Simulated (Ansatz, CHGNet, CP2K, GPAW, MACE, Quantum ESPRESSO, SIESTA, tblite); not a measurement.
# Random packing of Si31O39C14H16 (at. %) (83 atoms) in Quantum ESPRESSO

How do the settings of Quantum ESPRESSO change the result for random packing of Si31O39C14H16 (at. %) (83 atoms)? A plane-wave run serves as the yardstick.

Method: the method is named at each step, in Quantum ESPRESSO 7.5.

## 1. Set-up

The cell holds 83 atoms: 26 Si, 32 O, 12 C and 13 H. Cell: a = 10.052 Å, b = 10.052 Å, c = 10.052 Å, α = 90.0°, β = 90.0°, γ = 90.0°. 83 atoms (26 Si, 32 O, 12 C, 13 H) packed at random in a cube at 2.29 g/cm³ and pushed apart as soft spheres; a start for melting by ab initio MD, not an equilibrated structure. Then every atom was moved at random, 0.03 Å r.m.s. a Cartesian component (hydrogen 0.6 of that).

The yardstick, on the same geometry:

```
method                 : Kohn-Sham DFT, PBE, PAW, plane waves (Ansatz 0.2.0); cutoff 420 eV, Γ point, fermi-dirac smearing of 0.05 eV; PAW set soft_2
r.m.s. force component : 1.852 eV/Å
longest force          : 8.771 eV/Å
pressure               : -12.31 GPa
SCF cycles             : 12
time                   : 5.2 s on 8 threads of Arm Neoverse V2, shared host
CPU time               : 36 s
```

## 2. PBE, sssp-1.3.0-efficiency, 60/480 Ry

Method: Kohn-Sham DFT, PBE, SSSP efficiency 1.3.0 pseudopotentials, plane waves.

The input, pw.in:

```
&control
  calculation = 'scf'
  pseudo_dir = './pseudo'
  outdir = './tmp'
  disk_io = 'none'
  tprnfor = .true.
  tstress = .true.
/
&system
  ibrav = 0
  nat = 83
  ntyp = 4
  ecutwfc = 60
  ecutrho = 480
  nosym = .true.
  occupations = 'smearing'
  smearing = 'fd'
  degauss = 0.003675
/
&electrons
  conv_thr = 4.1e-07
  electron_maxstep = 100
  mixing_beta = 0.4
  mixing_mode = 'plain'
  diagonalization = 'david'
/
ATOMIC_SPECIES
Si 28.085 Si.upf
O 15.999 O.upf
C 12.011 C.upf
H 1.008 H.upf
CELL_PARAMETERS angstrom
10.05190 0.00000 0.00000
0.00000 10.05190 0.00000
0.00000 0.00000 10.05190
ATOMIC_POSITIONS crystal
Si 0.32963 0.68336 0.92186
Si 0.16151 0.16413 0.59123
Si 0.90829 0.27986 0.76941
Si 0.18453 0.52160 0.33826
Si 0.47877 0.78474 0.20318
Si 0.82064 0.59675 0.44293
Si 0.15524 0.95883 0.28654
Si 0.34309 0.50165 0.48420
Si 0.10484 0.89241 0.54332
Si 0.09615 0.50625 0.03552
Si 0.27630 0.36353 0.22535
Si 0.25325 0.72929 0.32775
Si 0.88752 0.08175 0.64462
Si 0.83321 0.86904 0.75130
Si 0.19921 0.01114 0.96568
Si 0.55980 0.96691 0.91073
Si 0.69277 0.76808 0.28365
Si 0.09541 0.28824 0.86671
Si 0.67045 0.14024 0.00985
Si 0.31331 0.35766 0.77977
Si 0.81246 0.67284 0.66998
Si 0.94051 0.25712 0.52338
Si 0.39289 0.56174 0.27797
Si 0.48188 0.52552 0.64424
Si 0.56347 0.33862 0.72338
Si 0.94561 0.45979 0.58204
O 0.79574 0.12265 0.25882
O 0.94981 0.37613 0.13208
O 0.13429 0.26496 0.16078
O 0.01792 0.98099 0.07120
O 0.60643 0.48924 0.16735
O 0.87813 0.77280 0.35861
O 0.27698 0.19731 0.04522
O 0.68621 0.02849 0.74412
O 0.03562 0.43726 0.40012
O 0.75262 0.29282 0.93689
O 0.08195 0.73003 0.45269
O 0.10077 0.83233 0.75963
O 0.93435 0.59055 0.91671
O 0.59874 0.90745 0.10741
O 0.60187 0.36823 0.45158
O 0.23165 0.29837 0.46783
O 0.77374 0.84956 0.10075
O 0.37915 0.76882 0.67223
O 0.96157 0.85060 0.88662
O 0.67676 0.28214 0.16506
O 0.69814 0.50088 0.92650
O 0.16839 0.65826 0.83091
O 0.61465 0.65033 0.43494
O 0.39261 0.93376 0.31510
O 0.34643 0.18013 0.65310
O 0.43386 0.78761 0.45681
O 0.42842 0.26823 0.17436
O 0.69598 0.19146 0.58072
O 0.99888 0.47665 0.77378
O 0.75196 0.46810 0.56977
[... 23 atom lines left out ...]
H 0.46595 0.55562 0.84332
H 0.43974 0.29877 0.51075
H 0.26192 0.16775 0.32216
H 0.93087 0.97748 0.31987
K_POINTS gamma
```

On the command line:

```
> OMP_NUM_THREADS=1 mpirun -np 4 pw.x -in pw.in > output.txt
```

The program printed:

```text
Program PWSCF
     gamma-point specific algorithms are used
     one sub-group per band group will be used
     scalapack distributed-memory algorithm (size of sub-group:  2*  2 procs)
     Parallelization info
     sticks:   dense  smooth     PW     G-vecs:    dense   smooth      PW
     Min        3448    1718    432               304372   107518   13451
     Max        3449    1720    434               304377   107524   13454
     Sum       13793    6877   1733              1217501   430081   53811
     bravais-lattice index     =            0
     lattice parameter (alat)  =      18.9953  a.u.
     unit-cell volume          =    6853.9523 (a.u.)^3
     number of atoms/cell      =           83
     number of atomic types    =            4
     number of electrons       =       357.00
     number of Kohn-Sham states=          215
     kinetic-energy cutoff     =      60.0000  Ry
     charge density cutoff     =     480.0000  Ry
     scf convergence threshold =      4.1E-07
     mixing beta               =       0.4000
     number of iterations used =            8  plain     mixing
     Exchange-correlation= PBE
                           (   1   4   3   4   0   0   0)
     crystal axes: (cart. coord. in units of alat)
               a(1) = (   1.000000   0.000000   0.000000 )
               a(2) = (   0.000000   1.000000   0.000000 )
               a(3) = (   0.000000   0.000000   1.000000 )
     reciprocal axes: (cart. coord. in units 2 pi/alat)
               b(1) = (  1.000000  0.000000  0.000000 )
               b(2) = (  0.000000  1.000000  0.000000 )
               b(3) = (  0.000000  0.000000  1.000000 )
     PseudoPot. # 1 for Si:
     Pseudo is Ultrasoft + core correction, Zval =  4.0
     PseudoPot. # 2 for O :
     Pseudo is Projector augmented-wave + core cor, Zval =  6.0
     PseudoPot. # 3 for C :
     Pseudo is Projector augmented-wave + core cor, Zval =  4.0
     PseudoPot. # 4 for H :
     Pseudo is Ultrasoft, Zval =  1.0
     atomic species   valence    mass     pseudopotential
     Si                4.00    28.08500     Si( 1.00)
     O                 6.00    15.99900     O ( 1.00)
     C                 4.00    12.01100     C ( 1.00)
     H                 1.00     1.00800     H ( 1.00)
     No symmetry found
   Cartesian axes
     number of k points=     1  Fermi-Dirac smearing, width (Ry)=  0.0037
                       cart. coord. in units 2pi/alat
        k(    1) = (   0.0000000   0.0000000   0.0000000), wk =   2.0000000
     Dense  grid:   608751 G-vectors     FFT dimensions: ( 135, 135, 135)
     Smooth grid:   215041 G-vectors     FFT dimensions: (  96,  96,  96)
     Initial potential from superposition of free atoms
     starting charge     356.9848, renormalised to     357.0000
     Starting wfcs are  293 randomized atomic wfcs
     Self-consistent Calculation
     iteration #  1     ecut=    60.00 Ry     beta= 0.40
     total energy              =   -1844.65688578 Ry
     estimated scf accuracy    <      22.97180125 Ry
     iteration #  2     ecut=    60.00 Ry     beta= 0.40
     total energy              =   -1836.59880119 Ry
     estimated scf accuracy    <     290.53050006 Ry
     iteration #  3     ecut=    60.00 Ry     beta= 0.40
     total energy              =   -1850.52909565 Ry
     estimated scf accuracy    <      49.21404137 Ry
     iteration #  4     ecut=    60.00 Ry     beta= 0.40
     total energy              =   -1854.10623931 Ry
     estimated scf accuracy    <       7.18599974 Ry
     iteration #  5     ecut=    60.00 Ry     beta= 0.40
     total energy              =   -1854.87400088 Ry
     estimated scf accuracy    <       3.70176346 Ry
     iteration #  6     ecut=    60.00 Ry     beta= 0.40
     total energy              =   -1855.13477455 Ry
     estimated scf accuracy    <       2.03487670 Ry
[...]
total energy              =   -1855.31745707 Ry
[...]
iteration # 46     ecut=    60.00 Ry     beta= 0.40
     total energy              =   -1855.31745713 Ry
     estimated scf accuracy    <       0.00000083 Ry
     iteration # 47     ecut=    60.00 Ry     beta= 0.40
     total energy              =   -1855.31745716 Ry
     estimated scf accuracy    <       0.00000049 Ry
     iteration # 48     ecut=    60.00 Ry     beta= 0.40
     End of self-consistent calculation
          k = 0.0000 0.0000 0.0000 ( 26906 PWs)   bands (ev):
   -15.8974 -15.1392 -15.0098 -14.6648 -14.5174 -14.4312 -14.3588 -14.2991
   -14.0126 -13.7622 -13.6287 -13.5822 -13.3481 -13.2430 -13.0174 -12.8865
   -12.8510 -12.8216 -12.6798 -12.4444 -12.2927 -12.1367 -12.0923 -12.0491
   -11.9788 -11.7422 -11.6165 -11.5335 -11.4373 -11.4287 -11.2753 -11.1616
    -9.0673  -8.8038  -7.8039  -7.3888  -7.1750  -6.6256  -6.3428  -6.2572
    -5.9269  -5.7107  -5.4431  -5.3660  -5.1300  -4.9890  -4.8915  -4.4868
[...]
4.8387   4.8793   4.9152   4.9302   4.9974   5.0456   5.0928   5.2088
     5.2339   5.2610   5.3144   5.3812   5.4926   5.5598   5.6354   5.6985
     5.7775   5.8081   5.8553   5.9731   5.9894   6.1341   6.1837   6.2444
     6.3268   6.3493   6.4729   6.5023   6.5931   6.6337   6.7104
     the Fermi energy is     4.5480 ev
!    total energy              =   -1855.31745701 Ry
     estimated scf accuracy    <       0.00000023 Ry
     smearing contrib. (-TS)   =      -0.02978604 Ry
     internal energy E=F+TS    =   -1855.28767097 Ry
     The total energy is F=E-TS. E is the sum of the following terms:
     one-electron contribution =    -486.85447826 Ry
     hartree contribution      =     435.48068418 Ry
     xc contribution           =    -447.27113460 Ry
     ewald contribution        =    -976.65931917 Ry
     one-center paw contrib.   =    -379.98342312 Ry
     convergence has been achieved in  48 iterations
     Forces acting on atoms (cartesian axes, Ry/au):
     atom    1 type  1   force =    -0.07468707   -0.01669778   -0.09375504
     atom    2 type  1   force =     0.13513276    0.04405845    0.00554056
     atom    3 type  1   force =    -0.13835144    0.04428981    0.08311606
     atom    4 type  1   force =    -0.32575073   -0.08003860    0.06457383
     atom    5 type  1   force =    -0.00245712    0.12293243   -0.01429391
     atom    6 type  1   force =    -0.03013244    0.01643112   -0.09518709
[...]
atom   81 type  4   force =     0.03959483    0.02302205   -0.02030377
     atom   82 type  4   force =    -0.02298432   -0.01614286   -0.00131914
     atom   83 type  4   force =     0.00735279    0.02093308    0.01085339
     Total force =     1.134829     Total SCF correction =     0.000915
     Computing stress (Cartesian axis) and pressure
          total   stress  (Ry/bohr**3)                   (kbar)     P=     -124.23
  -0.00103309  -0.00002082   0.00020565         -151.97       -3.06       30.25
  -0.00002082  -0.00066633   0.00000504           -3.06      -98.02        0.74
   0.00020565   0.00000504  -0.00083402           30.25        0.74     -122.69
     Message from routine punch:
     Nothing written, as per user request (disk_io='none')
```

Run time: 4.4 min. Hardware: 4 MPI ranks of Arm Neoverse V2, shared host; peak memory 3.3 GiB; 18 min of CPU time.

Banners, paths, timers and routine set-up lines are dropped from the logs unmarked, and long logs keep their key lines alone; longer cuts are marked.

Compared with the plane-wave run:

```
r.m.s. force component                  : 1.849 eV/Å
r.m.s. difference of force components   : 8.819 meV/Å
longest difference of force vectors     : 33.18 meV/Å
force difference over r.m.s. force      : 0.4762 %
slope of forces against the reference's : 0.9985
correlation of force components         : 1
pressure                                : -12.42 GPa
pressure difference                     : -0.1156 GPa
```

Length of the force difference by element (eV/Å):

```
element  atoms    mean    most
      C     12   0.012   0.033
      H     13  0.0018  0.0037
      O     32   0.014   0.032
     Si     26   0.016   0.031
```

Local excerpt of 13 atoms (numbers count through the whole input) about O52, picked at random; x, y, z are measured from there.

```
atom      x      y      z  distance (Å)     Fx     Fy  Fz (eV/Å)
 O52   0.00   0.00   0.00          0.00  -1.98   0.02       0.43
 H75   0.24   1.47   1.17          1.90   0.15  -1.41      -0.57
 O50  -0.41   1.47  -1.42          2.09   1.02  -0.90      -1.81
 O44  -0.55  -0.19   2.17          2.24   0.42   0.60       0.88
 C64   2.03   0.29   0.94          2.26  -1.23  -0.86      -0.31
 O49   1.82  -1.38  -0.22          2.29   4.03   0.22      -0.31
Si12  -1.82  -0.59  -1.30          2.31  -1.39   4.08       1.07
 Si5   0.45  -0.03  -2.55          2.59  -0.06   3.16      -0.37
Si23  -0.41  -2.27  -1.80          2.93   5.27   0.25      -3.63
 C61   1.52   2.46  -0.70          2.98   0.46  -1.07       0.61
 Si8  -0.91  -2.87   0.28          3.03  -2.66  -2.07       4.28
 C65   2.15  -1.67   1.50          3.10  -1.38   1.66      -0.16
Si17   2.60  -0.20  -1.74          3.14   3.84  -0.50      -0.94
```

Forces lie 0.48 % from the reference's, at 29 times its CPU time (on 4 against 8 cores).

## 3. PBE, sssp-1.3.0-efficiency, 30/240 Ry

Method: Kohn-Sham DFT, PBE, SSSP efficiency 1.3.0 pseudopotentials, plane waves.

pw.in, as its differences from that of step 2:

```diff
@@ -12,4 +12,4 @@
   ntyp = 4
-  ecutwfc = 60
-  ecutrho = 480
+  ecutwfc = 30
+  ecutrho = 240
   nosym = .true.
```

On the command line:

```
> OMP_NUM_THREADS=1 mpirun -np 2 pw.x -in pw.in > output.txt
```

The program printed:

```text
[banner, memory and clock lines left out]
Program PWSCF
     gamma-point specific algorithms are used
     bravais-lattice index     =            0
     lattice parameter (alat)  =      18.9953  a.u.
     unit-cell volume          =    6853.9523 (a.u.)^3
[... lines left out ...]
     number of k points=     1  Fermi-Dirac smearing, width (Ry)=  0.0037
[... lines left out ...]
     total energy              =   -1844.81029086 Ry
[... lines left out ...]
     total energy              =   -1837.67853500 Ry
[... lines left out ...]
     total energy              =   -1849.60317323 Ry
[... lines left out ...]
     total energy              =   -1853.32212710 Ry
[... lines left out ...]
     total energy              =   -1853.32212716 Ry
[... lines left out ...]
     the Fermi energy is     4.5670 ev
!    total energy              =   -1853.32212702 Ry
[... lines left out ...]
     smearing contrib. (-TS)   =      -0.02964903 Ry
     internal energy E=F+TS    =   -1853.29247798 Ry
     The total energy is F=E-TS. E is the sum of the following terms:
     one-electron contribution =    -483.16327687 Ry
     hartree contribution      =     433.55856550 Ry
     xc contribution           =    -446.85673718 Ry
     ewald contribution        =    -976.65931917 Ry
     one-center paw contrib.   =    -380.17171027 Ry
     convergence has been achieved in  46 iterations
     Forces acting on atoms (cartesian axes, Ry/au):
     atom    1 type  1   force =    -0.07390732   -0.01660284   -0.09343341
     atom    2 type  1   force =     0.13395968    0.04343221    0.00589794
     atom    3 type  1   force =    -0.13792294    0.04462515    0.08257339
[...]
atom   82 type  4   force =    -0.02294276   -0.01609505   -0.00108429
     atom   83 type  4   force =     0.00735623    0.02117822    0.01050100
     Total force =     1.131090     Total SCF correction =     0.001090
     Computing stress (Cartesian axis) and pressure
          total   stress  (Ry/bohr**3)                   (kbar)     P=     -342.89
  -0.00249692  -0.00003750   0.00019176         -367.31       -5.52       28.21
  -0.00003750  -0.00216909   0.00000980           -5.52     -319.08        1.44
   0.00019176   0.00000980  -0.00232684           28.21        1.44     -342.29
     Message from routine punch:
     Nothing written, as per user request (disk_io='none')
```

Run time: 3.3 min. Hardware: 2 MPI ranks; peak memory 1.2 GiB.

Compared with the plane-wave run:

- r.m.s. force component: 1.843 eV/Å
- r.m.s. difference of force components: 56.98 meV/Å
- longest difference of force vectors: 289.6 meV/Å
- force difference over r.m.s. force: 3.077 %
- slope of forces against the reference's: 0.9948
- correlation of force components: 0.9995
- pressure: -34.29 GPa
- pressure difference: -21.98 GPa
- energy less the same-level run's: 327.1 meV/atom
- r.m.s. force difference from the same-level run: 55 meV/Å

This is a coarse setting, run to see what it loses.

Against the first run (0.48 %), the force difference from the reference is 3.1 %, at 0.38 times the CPU time (on 2 against 4 cores): the cutoff matters here.

## 4. The ladder

Differences are against the plane-wave reference, forces as r.m.s. over components; share is that over the reference's r.m.s. force, slope the least-squares factor from reference forces to these. Total energies of different programs have different zeros and aren't compared.

```
                                              run  Δ force, r.m.s. (meV/Å)  share (%)  slope  Δ pressure (GPa)  cores  CPU time  memory (GiB)
                                        reference                        -          -      -                 -      8      36 s           1.2
         QE PBE, sssp-1.3.0-efficiency, 60/480 Ry                     8.82      0.476  0.999            -0.116      4    18 min           3.3
QE PBE, sssp-1.3.0-efficiency, 30/240 Ry (coarse)                     57.0       3.08  0.995             -22.0      2   6.7 min           1.2
```

Rows marked coarse were listed beforehand as settings not expected to be converged; some can still land near the reference.

CPU time is summed over cores on a shared host, where runs went side by side, so it is rough. Symmetry, cutoffs, thresholds, outputs and thread counts weren't matched or tuned between programs; memory under MPI is the largest rank's times the ranks.

Within one program, basis, potentials and functional, energies share a zero. Each run against its twin at the usual cutoff or grid and solver:

```
                                     run                              twin  Δ energy (meV/atom)  Δ force, r.m.s. (meV/Å)         CPU time over the twin's
QE PBE, sssp-1.3.0-efficiency, 30/240 Ry  sssp-1.3.0-efficiency, 60/480 Ry                  327                     55.0  0.38 (this twin ran on 4 cores)
```

## 5. What came out

```
nearest in forces : QE PBE, sssp-1.3.0-efficiency, 60/480 Ry, 0.48 %
its CPU time      : 18 min
```

**Reading.** PBE on plane waves or a grid with other potentials, cutoffs or grids, coarse settings apart, differs from the reference by 0.48 % (QE PBE, sssp-1.3.0-efficiency, 60/480 Ry) of the r.m.s. force; this holds the reference's own error, so differences of a few per cent don't tell which side is nearer the exact PBE result (QE's 60 Ry are 816 eV, against the reference's 420 eV). Runs with settings chosen to be coarse differ by 3.1 % (QE PBE, sssp-1.3.0-efficiency, 30/240 Ry), their programs' other errors included. None of the electronic-structure runs in the table takes under half the reference's CPU time of 36 s; they take 11 to 29 times as much. In pressure, QE PBE, sssp-1.3.0-efficiency, 30/240 Ry misses by -22.0 GPa, at the same functional; a cutoff this low leaves a large Pulay stress. The electron count is odd in these runs, and they have no spin polarisation, so the unpaired electron is spread evenly over both spins. The reference's stress is far from hydrostatic: its diagonal is -15.1, -9.7, -12.1 GPa, compression counted positive. The reference's pressure of -12 GPa belongs to a cell and atoms that aren't relaxed at this level. The electron count is odd and the run has no spin polarisation, so levels at the top are partly filled by construction. The electronic-structure runs sample only Γ, in a cell whose shortest periodic width is 10 Å, which is coarse for a cell with partly filled levels.

[Also dropped from logs without a mark: logging warnings of Python, and SIESTA's first energy breakdown and zero terms.]

[Logs are printed without paths, hosts, clocks, repeated set-up lines and the standing remarks that a program may print on its own settings, such as how far it seeks lower states.]

[Hosts, paths, dates, database ids (printed as entryN), source tags and the programs' standing remarks are cut or masked in the printed files.]
